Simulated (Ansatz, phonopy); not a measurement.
# LiY (hypothetical, Pm-3m): phonons against volume, part 3 of 3

Which modes of LiY (hypothetical) drive its thermal expansion? The crystal structure is hypothetical: it was made by swapping elements on a known structure type.

Ansatz 0.2.0; DFT PBEsol, scalar-relativistic, plane waves, PAW.

So far. Step 9 (Single point at a scaled cell, V/V0 0.985): The run ends at a pressure of 0.51 GPa. Step 10 (Phonons, V/V0 0.985): No mode is imaginary beyond numerical noise at the solved wavevectors. The highest zone-centre mode (no LO–TO term) moved by +1.5 % for a volume change of -1.5 %.

### 11. A cell at another volume, V/V0 1.03

Symmetry fixes every atom, so a single point at the scaled cell gives the energy and pressure of this member.

The cell differs from the one that the last finished run ended in (a 3.663 → 3.718 Å, b 3.663 → 3.718 Å, c 3.663 → 3.718 Å).

Contents of input.yaml:

```yaml
crystal:
  lattice:
    - [3.7177553016, 0.0, 0.0]
    - [0.0, 3.7177553016, 0.0]
    - [0.0, 0.0, 3.7177553016]
  atoms:
    - { symbol: "Y", position: [0.5, 0.5, 0.5] }
    - { symbol: Li, position: [0.0, 0.0, 0.0] }
kpoints:
  mp_grid: { grid: [12, 12, 12] }
hamiltonian:
  xc: pbesol
scf:
  occupations: { method: methfessel_paxton, width: 0.15 }
output:
  forces: true
  stress: true
  eigenvalues: true
```

Launch:

```console
ansatz run input.yaml --threads 4 --pin off --max-ram 8192MiB --backend cpu --events-out ev --progress --plain --runs-dir out
```

Numbers of over 12 decimals in the logs are rounded to 6 here.

The log of the run:

```text
[...]
Crystal: 2 atoms, lattice volume = 51.386 Å³
Basis set: ecut = 420 eV, 1021 PW (Γ), exchange–correlation on 50×50×50 points (8 copies of the dense FFT grid, shifted against one another)
Bands: 11, of which v1, the nominal top of the filled ones, is band 7 counted from 1 (6 counted from 0)
Symmetry: 48 space group operations
[...]
k-points: 84 of 1728
[...]
--- Band table (eV; the first three rows and the last of 84) ---
  k-point 0: bands = [... 3 lower, -16.5731, -16.5731, 2.0378, 6.2189, 6.2189, 10.0359, 10.0359, 10.0359]
  k-point 1: bands = [... 3 lower, -16.5719, -16.5719, 2.1224, 6.2375, 6.2526, 9.7535, 9.7535, 10.0485]
  k-point 2: bands = [... 3 lower, -16.5684, -16.5684, 2.3651, 6.2606, 6.3481, 9.2410, 9.2410, 10.0832]
  k-point 83: bands = [... 3 lower, -16.7347, -16.7347, 5.4420, 5.4420, 5.4420, 10.7037, 10.7037, 10.7037]
[key lines of the parts left out:]
SCF converged after 5 iterations
Free energy (F): -3997.762013 eV
Fermi energy:    6.303645 eV
P = ⅓ Tr σ = -0.9053 GPa (-9.053 kbar)
```

Elapsed: 0.67 s, on 4 threads of Arm Neoverse V2, shared host; peak memory 0.35 GiB; 2.1 s of CPU time.

The run ends at a pressure of -0.91 GPa.

### 12. Phonons, V/V0 1.03

Phonons at this volume give one point of F(V, T); meshes stay fixed along the series.

input.yaml, the sections that differ from step 11:

```yaml
output:
  eigenvalues: true
phonons:
  method: dfpt
  qmesh: [4, 4, 4]
  temperatures: { t_max: 1000, t_step: 50 }
  qpath:
    path:
      - [[0.0, 0.0, 0.0], [0.0, 0.5, 0.0], [0.5, 0.5, 0.0], [0.0, 0.0, 0.0], [0.5, 0.5, 0.5], [0.0, 0.5, 0.0]]
      - [[0.5, 0.5, 0.5], [0.5, 0.5, 0.0]]
    npoints: 10
# crystal, kpoints, hamiltonian, scf: as in step 11
```

The log of the run:

```text
[...]
Crystal: 2 atoms, lattice volume = 51.386 Å³
Basis set: ecut = 420 eV, 1021 PW (Γ), exchange–correlation on 50×50×50 points (8 copies of the dense FFT grid, shifted against one another)
Bands: 11, of which v1, the nominal top of the filled ones, is band 7 counted from 1 (6 counted from 0)
Symmetry: 48 space group operations
k-points: 84 of 1728
[...]
k-point 83: bands = [... 3 lower, -16.7346, -16.7346, 5.4420, 5.4420, 5.4420, 10.7037, 10.7037, 10.7037]
[...]
ASR residual: 1.052e-4 → 0.000e0 eV/Å²; symmetrization residual: 6.905e-7 eV/Å²
  ASR residual per site (eV/Å²): 1.05e-4 1.01e-5
  Γ frequencies (cm⁻¹): 0.00 0.00 0.00 322.28 322.28 322.28
--- Phonons (arbitrary-q DFPT): 10 irreducible q on the 4×4×4 mesh ---
[...]
interpolated dispersion: 62 rows × 6 modes
[...]
[key lines of the parts left out:]
SCF converged after 7 iterations
Free energy (F): -3997.762013 eV
Fermi energy:    6.303663 eV
```

It took 3 min on 4 threads; peak memory 1.4 GiB.

No mode is imaginary beyond numerical noise at the solved wavevectors. The highest zone-centre mode (no LO–TO term) moved by -3.0 % for a volume change of +3.0 %.

### 13. Single point at a scaled cell, V/V0 0.97

Symmetry fixes every atom, so a single point at the scaled cell gives the energy and pressure of this member.

The cell differs from the one that the last finished run ended in (a 3.718 → 3.644 Å, b 3.718 → 3.644 Å, c 3.718 → 3.644 Å).

input.yaml, the sections that differ from step 12:

```yaml
crystal:
  lattice:
    - [3.6441169377, 0.0, 0.0]
    - [0.0, 3.6441169377, 0.0]
    - [0.0, 0.0, 3.6441169377]
  atoms:
    - { symbol: "Y", position: [0.5, 0.5, 0.5] }
    - { symbol: Li, position: [0.0, 0.0, 0.0] }
output:
  forces: true
  stress: true
  eigenvalues: true
# kpoints, hamiltonian, scf: as in step 12
# phonons: removed
```

The log of the run:

```text
[...]
Crystal: 2 atoms, lattice volume = 48.392 Å³
Basis set: ecut = 420 eV, 949 PW (Γ), exchange–correlation on 50×50×50 points (8 copies of the dense FFT grid, shifted against one another)
Bands: 11, of which v1, the nominal top of the filled ones, is band 7 counted from 1 (6 counted from 0)
Symmetry: 48 space group operations
[...]
k-points: 84 of 1728
[...]
--- Band table (eV; the first three rows and the last of 84) ---
  k-point 0: bands = [... 3 lower, -15.8854, -15.8854, 2.4764, 6.6922, 6.6922, 10.8033, 10.8033, 10.8033]
  k-point 1: bands = [... 3 lower, -15.8838, -15.8838, 2.5651, 6.7168, 6.7283, 10.4862, 10.4862, 10.8171]
  k-point 2: bands = [... 3 lower, -15.8795, -15.8795, 2.8185, 6.7575, 6.8306, 9.9262, 9.9262, 10.8551]
  k-point 83: bands = [... 3 lower, -16.0831, -16.0831, 5.8583, 5.8583, 5.8583, 11.5553, 11.5553, 11.5553]
[key lines of the parts left out:]
SCF converged after 5 iterations
Free energy (F): -3997.761441 eV
Fermi energy:    6.806815 eV
P = ⅓ Tr σ = 1.0535 GPa (10.535 kbar)
```

Elapsed: 0.69 s, on 4 threads; peak memory 0.34 GiB.

The run ends at a pressure of 1.05 GPa.

### 14. Lattice dynamics at this volume, V/V0 0.97

Phonons at this volume give one point of F(V, T); meshes stay fixed along the series.

input.yaml, the sections that differ from step 13:

```yaml
output:
  eigenvalues: true
phonons:
  method: dfpt
  qmesh: [4, 4, 4]
  temperatures: { t_max: 1000, t_step: 50 }
  qpath:
    path:
      - [[0.0, 0.0, 0.0], [0.0, 0.5, 0.0], [0.5, 0.5, 0.0], [0.0, 0.0, 0.0], [0.5, 0.5, 0.5], [0.0, 0.5, 0.0]]
      - [[0.5, 0.5, 0.5], [0.5, 0.5, 0.0]]
    npoints: 10
# crystal, kpoints, hamiltonian, scf: as in step 13
```

The log of the run:

```text
[...]
Crystal: 2 atoms, lattice volume = 48.392 Å³
Basis set: ecut = 420 eV, 949 PW (Γ), exchange–correlation on 50×50×50 points (8 copies of the dense FFT grid, shifted against one another)
Bands: 11, of which v1, the nominal top of the filled ones, is band 7 counted from 1 (6 counted from 0)
Symmetry: 48 space group operations
k-points: 84 of 1728
[...]
k-point 83: bands = [... 3 lower, -16.0827, -16.0827, 5.8583, 5.8583, 5.8583, 11.5553, 11.5553, 11.5553]
[...]
ASR residual: 7.631e-5 → 0.000e0 eV/Å²; symmetrization residual: 6.370e-7 eV/Å²
  ASR residual per site (eV/Å²): 7.63e-5 2.22e-6
  Γ frequencies (cm⁻¹): 0.00 0.00 0.00 342.19 342.19 342.19
--- Phonons (arbitrary-q DFPT): 10 irreducible q on the 4×4×4 mesh ---
[...]
interpolated dispersion: 62 rows × 6 modes
[...]
[key lines of the parts left out:]
SCF converged after 7 iterations
Free energy (F): -3997.761441 eV
Fermi energy:    6.806892 eV
```

Run time: 2.8 min. Hardware: 4 threads; peak memory 1.4 GiB.

No mode is imaginary beyond numerical noise at the solved wavevectors. The highest zone-centre mode (no LO–TO term) moved by +3.0 % for a volume change of -3.0 %.

### 15. A cell at another volume, V/V0 1.05

Symmetry fixes every atom, so a single point at the scaled cell gives the energy and pressure of this member.

The cell differs from the one that the last finished run ended in (a 3.644 → 3.742 Å, b 3.644 → 3.742 Å, c 3.644 → 3.742 Å).

input.yaml, the sections that differ from step 14:

```yaml
crystal:
  lattice:
    - [3.7416643529, 0.0, 0.0]
    - [0.0, 3.7416643529, 0.0]
    - [0.0, 0.0, 3.7416643529]
  atoms:
    - { symbol: "Y", position: [0.5, 0.5, 0.5] }
    - { symbol: Li, position: [0.0, 0.0, 0.0] }
output:
  forces: true
  stress: true
  eigenvalues: true
# kpoints, hamiltonian, scf: as in step 14
# phonons: removed
```

The log of the run:

```text
[...]
Crystal: 2 atoms, lattice volume = 52.383 Å³
Basis set: ecut = 420 eV, 1021 PW (Γ), exchange–correlation on 54×54×54 points (8 copies of the dense FFT grid, shifted against one another)
Bands: 11, of which v1, the nominal top of the filled ones, is band 7 counted from 1 (6 counted from 0)
Symmetry: 48 space group operations
[...]
k-points: 84 of 1728
[...]
--- Band table (eV; the first three rows and the last of 84) ---
  k-point 0: bands = [... 3 lower, -16.7871, -16.7871, 1.9044, 6.0718, 6.0718, 9.7982, 9.7982, 9.7982]
  k-point 1: bands = [... 3 lower, -16.7860, -16.7860, 1.9877, 6.0886, 6.1048, 9.5261, 9.5261, 9.8104]
  k-point 2: bands = [... 3 lower, -16.7828, -16.7828, 2.2272, 6.1068, 6.1981, 9.0281, 9.0281, 9.8440]
  k-point 83: bands = [... 3 lower, -16.9385, -16.9385, 5.3125, 5.3125, 5.3125, 10.4427, 10.4427, 10.4427]
[key lines of the parts left out:]
SCF converged after 5 iterations
Free energy (F): -3997.754654 eV
Fermi energy:    6.148033 eV
P = ⅓ Tr σ = -1.4501 GPa (-14.501 kbar)
```

It took 0.68 s on 4 threads; peak memory 0.35 GiB.

The run ends at a pressure of -1.45 GPa.

### 16. Phonons, V/V0 1.05

Phonons at this volume give one point of F(V, T); meshes stay fixed along the series.

input.yaml, the sections that differ from step 15:

```yaml
output:
  eigenvalues: true
phonons:
  method: dfpt
  qmesh: [4, 4, 4]
  temperatures: { t_max: 1000, t_step: 50 }
  qpath:
    path:
      - [[0.0, 0.0, 0.0], [0.0, 0.5, 0.0], [0.5, 0.5, 0.0], [0.0, 0.0, 0.0], [0.5, 0.5, 0.5], [0.0, 0.5, 0.0]]
      - [[0.5, 0.5, 0.5], [0.5, 0.5, 0.0]]
    npoints: 10
# crystal, kpoints, hamiltonian, scf: as in step 15
```

The log of the run:

```text
[...]
Crystal: 2 atoms, lattice volume = 52.383 Å³
Basis set: ecut = 420 eV, 1021 PW (Γ), exchange–correlation on 54×54×54 points (8 copies of the dense FFT grid, shifted against one another)
Bands: 11, of which v1, the nominal top of the filled ones, is band 7 counted from 1 (6 counted from 0)
Symmetry: 48 space group operations
k-points: 84 of 1728
[...]
k-point 83: bands = [... 3 lower, -16.9384, -16.9384, 5.3125, 5.3125, 5.3125, 10.4426, 10.4426, 10.4426]
[...]
ASR residual: 1.005e-4 → 0.000e0 eV/Å²; symmetrization residual: 6.779e-7 eV/Å²
  ASR residual per site (eV/Å²): 1.00e-4 1.79e-7
  Γ frequencies (cm⁻¹): 0.00 0.00 0.00 315.87 315.87 315.87
--- Phonons (arbitrary-q DFPT): 10 irreducible q on the 4×4×4 mesh ---
[...]
interpolated dispersion: 62 rows × 6 modes
[...]
[key lines of the parts left out:]
SCF converged after 7 iterations
Free energy (F): -3997.754654 eV
Fermi energy:    6.148028 eV
```

Run time: 2.9 min. Hardware: 4 threads; peak memory 1.4 GiB.

No LO-TO term. The phonon branches at the labelled points (cm⁻¹):

| point | branch 1 | branch 2 | branch 3 | branch 4 | branch 5 | branch 6 |
| --- | --- | --- | --- | --- | --- | --- |
| Γ | 0 | 0 | 0 | 316 | 316 | 316 |
| halfway | 57 | 57 | 73 | 301 | 313 | 313 |
| X | 81 | 81 | 85 | 265 | 310 | 310 |
| halfway | 70 | 72 | 79 | 268 | 284 | 320 |
| M | 62 | 71 | 71 | 258 | 258 | 330 |
| halfway | 53 | 66 | 91 | 292 | 295 | 316 |
| Γ | 0 | 0 | 0 | 316 | 316 | 316 |
| halfway | 79 | 80 | 80 | 288 | 288 | 300 |
| R | 125 | 125 | 125 | 248 | 248 | 248 |
| halfway | 66 | 90 | 99 | 259 | 285 | 294 |
| X | 81 | 81 | 85 | 265 | 310 | 310 |
| jump to R | 125 | 125 | 125 | 248 | 248 | 248 |
| halfway | 91 | 100 | 100 | 251 | 251 | 295 |
| M | 62 | 71 | 71 | 258 | 258 | 330 |

The phonon branches as a text plot (rows in cm⁻¹):

```
    323 |          **********                                 ***
    309 |**********          ***********              ****
    296 |   **    **         **        ****         ***      *
    282 |     *     *     ***           ****       **       *
    268 |      ********  **                **     *  ***** *
    254 |             ***                   *********     *******
    241 |
    227 |
    213 |
    199 |
    186 |
    172 |
    158 |
    144 |
    131 |                                     **          *
    117 |                                   **  ***       **
    103 |                                  **     ***       **
     89 |      ****        ****      *** ***      * ******   **
     76 |   ***************    *        ***        *   ***    ***
     62 |   **      ***********     *  *            ***        **
     48 |  *                 ****    **
     34 | **                   *** **
     21 |**                     ** *
      7 |*                       **
         Γ      X      M          Γ            R        X|R     M
```

No mode is imaginary beyond numerical noise at the solved wavevectors. The highest zone-centre mode (no LO–TO term) moved by -4.9 % for a volume change of +5.0 %.

### 17. Mode Grüneisen parameters

This step: DFT PBEsol, scalar-relativistic, plane waves, PAW (phonopy 4.10.0).

This step gave:

| Quantity | Value |
| --- | --- |
| share of modes with a negative Grüneisen parameter | 0 |

Mean Grüneisen, by row:

| T (K) | heat-capacity-weighted mean | root mean square |
| --- | --- | --- |
| 50 | 0.718 | 0.782 |
| 100 | 0.788 | 0.841 |
| 200 | 0.834 | 0.875 |
| 300 | 0.845 | 0.883 |
| 500 | 0.85 | 0.886 |
| 800 | 0.852 | 0.888 |

The mean mode Grueneisen parameter by wavenumber:

| wavenumber (cm⁻¹) | mean mode Grueneisen parameter |
| --- | --- |
| 6 | - |
| 17 | 0.508 |
| 40 | 0.56 |
| 52 | 0.623 |
| 75 | 0.585 |
| 86 | 0.929 |
| 98 | 1.01 |
| 121 | 1 |
| 132 | 1.07 |
| 144 | - |
| 167 | - |
| 178 | - |
| 201 | - |
| 213 | - |
| 224 | - |
| 247 | - |
| 259 | 1.06 |
| 270 | 1.09 |
| 293 | 0.97 |
| 305 | 0.941 |
| 328 | 0.909 |
| 339 | 0.878 |

Volume series, by row:

| V/V0 | V (Å³/atom) | pressure (GPa) | E - E0 (meV/atom) | gap (eV) | zero-point energy (meV/atom) | lowest on the path (cm⁻¹) | highest at Gamma without the LO-TO term (cm⁻¹) |
| --- | --- | --- | --- | --- | --- | --- | --- |
| 0.97 | 24.2 | 1.054 | 2.38 | 0 | 36.72 | 0 | 342.2 |
| 0.985 | 24.57 | 0.514 | 0.579 | 0 | 36.22 | 0 | 337.1 |
| 1 | 24.94 | 0.009 | 0 | 0 | 35.73 | 0 | 332.1 |
| 1.015 | 25.32 | -0.464 | 0.561 | 0 | 35.24 | 0 | 327.2 |
| 1.03 | 25.69 | -0.905 | 2.189 | 0 | 34.74 | 0 | 322.3 |
| 1.05 | 26.19 | -1.45 | 5.896 | 0 | 34.09 | 0 | 315.9 |

Optical frequency at Gamma without the LO-TO term, mode 4 against V/V0:

| V/V0 | optical frequency at Gamma without the LO-TO term, mode 4 (cm⁻¹) |
| --- | --- |
| 0.9700 | 342 |
| 0.9850 | 337 |
| 1.0000 | 332 |
| 1.0150 | 327 |
| 1.0300 | 322 |
| 1.0500 | 316 |

Grüneisen at points, by row:

| point | branch | frequency (cm⁻¹) | mode Grüneisen parameter |
| --- | --- | --- | --- |
| Γ | 4 | 332.1 | 1 |
| X | 1 | 83.9 | 0.62 |
| X | 3 | 93.3 | 1.75 |
| X | 4 | 276.3 | 0.78 |
| X | 5 | 323.8 | 0.87 |
| M | 1 | 63.1 | 0.38 |
| M | 2 | 72.9 | 0.47 |
| M | 4 | 273.5 | 1.12 |
| M | 6 | 345 | 0.88 |
| R | 1 | 132.7 | 1.09 |
| R | 4 | 261.6 | 1.03 |

### 18. Free-energy fit

Numbers from this step:

```
volume expansion coefficient at 300 K : 43.47 1e-6/K
isothermal bulk modulus at 300 K      : 30.29 GPa
C_P at 300 K                          : 23.12 J/mol-atom/K
Grüneisen parameter at 300 K          : 0.879
```

The energy (each curve on its own zero) by volume; values in meV/atom:

| volume (Å³/atom) | static | F at 0 K | F at 300 K | F at 750 K |
| --- | --- | --- | --- | --- |
| 24.196 | 2.38 | 3.64 | 5.16 | 8.8 |
| 24.570 | 0.58 | 1.34 | 2.31 | 4.57 |
| 24.945 | 0 | 0.27 | 0.64 | 1.5 |
| 25.319 | 0.56 | 0.34 | 0.1 | -0.49 |
| 25.693 | 2.19 | 1.48 | 0.6 | -1.47 |
| 26.192 | 5.9 | 4.53 | 2.79 | -1.31 |

Phonopy-qha, vinet fit of F(V) at each temperature; no electronic free energy. Qha vinet, by row:

| T (K) | fitted volume (Å³/atom) | alpha_V (1e-6/K) | B_T (GPa) | C_P (J/mol-atom/K) | Grueneisen |
| --- | --- | --- | --- | --- | --- |
| 100 | 25.14 | 24.17 | 31.57 | 14.35 | 0.8069 |
| 150 | 25.17 | 32.56 | 31.29 | 18.44 | 0.8413 |
| 200 | 25.22 | 37.8 | 30.97 | 20.83 | 0.8596 |
| 250 | 25.27 | 41.14 | 30.63 | 22.24 | 0.8709 |
| 300 | 25.32 | 43.47 | 30.29 | 23.12 | 0.8793 |
| 350 | 25.38 | 45.24 | 29.95 | 23.71 | 0.8863 |
| 400 | 25.44 | 46.7 | 29.6 | 24.13 | 0.8926 |
| 450 | 25.5 | 47.96 | 29.25 | 24.44 | 0.8986 |
| 500 | 25.56 | 49.1 | 28.9 | 24.7 | 0.9044 |
| 550 | 25.62 | 50.17 | 28.55 | 24.9 | 0.9101 |
| 600 | 25.69 | 51.2 | 28.2 | 25.08 | 0.9158 |
| 650 | 25.75 | 52.2 | 27.85 | 25.24 | 0.9214 |
| 700 | 25.82 | 53.18 | 27.51 | 25.39 | 0.927 |

Table of volume expansion coefficient, phonopy-qha, Vinet by temperature:

temperature (K), volume expansion coefficient, phonopy-qha, Vinet (1e-6/K) and a bar from the least value:
```
       75       18.8 
      100       24.2 #####
      125       28.8 #########
      175       35.5 ##############
      200       37.8 ################
      225       39.6 ##################
      250       41.1 ###################
      300       43.5 #####################
      325       44.4 ######################
      350       45.2 #######################
      375       46.0 #######################
      425       47.4 #########################
      450       48.0 #########################
      475       48.5 ##########################
      500       49.1 ##########################
      550       50.2 ###########################
      575       50.7 ###########################
      600       51.2 ############################
      625       51.7 ############################
      675       52.7 #############################
      700       53.2 ##############################
      725       53.7 ##############################
```

The fit gives a volume expansion of 43.5 × 10⁻⁶/K at 300 K.

### 19. What came out

```
volume expansion coefficient at 300 K  : 43.47 1e-6/K
isothermal bulk modulus at 300 K       : 30.29 GPa
C_P at 300 K                           : 23.12 J/mol-atom/K
Grüneisen parameter at 300 K           : 0.879
mean mode Grüneisen parameter at 300 K : 0.845
```

What this shows: Near room temperature LiY (hypothetical) expands by 43.5 × 10⁻⁶/K in volume by PBEsol, with C_P = 23.1 J/(mol K) per mole of atoms and B_T = 30.3 GPa. C_P at room temperature is 93 % of the classical 3R an atom. The fit leaves out the electrons' free energy, which adds to C_P and to the expansion of a metal at high temperature. The heat-capacity-weighted Grüneisen parameter goes from 0.718 at 50 K to 0.852 at 800 K. Weighting γ by the density of states and each mode's heat capacity at 300 K, modes below 110 cm⁻¹ give about 45 % of the sum of γC that drives the expansion, those up to 230 cm⁻¹ 3 % and the rest 52 %. Among the labelled points γ is largest for branch 3 at X (93.3 cm⁻¹, 1.8) and smallest for branch 1 at M (63.1 cm⁻¹, 0.38). The PAW files were made for PBE and are used here under another functional, for which the program regenerates the frozen cores.

[Logs are printed without paths, hosts, clocks, repeated set-up lines and the standing remarks that a program may print on its own settings, such as how far it seeks lower states.]

[Hosts, paths, dates, database ids (printed as entryN), source tags and the programs' standing remarks are cut or masked in the printed files.]

[A step with changed settings may run another functional than the one named; its input shows which.]


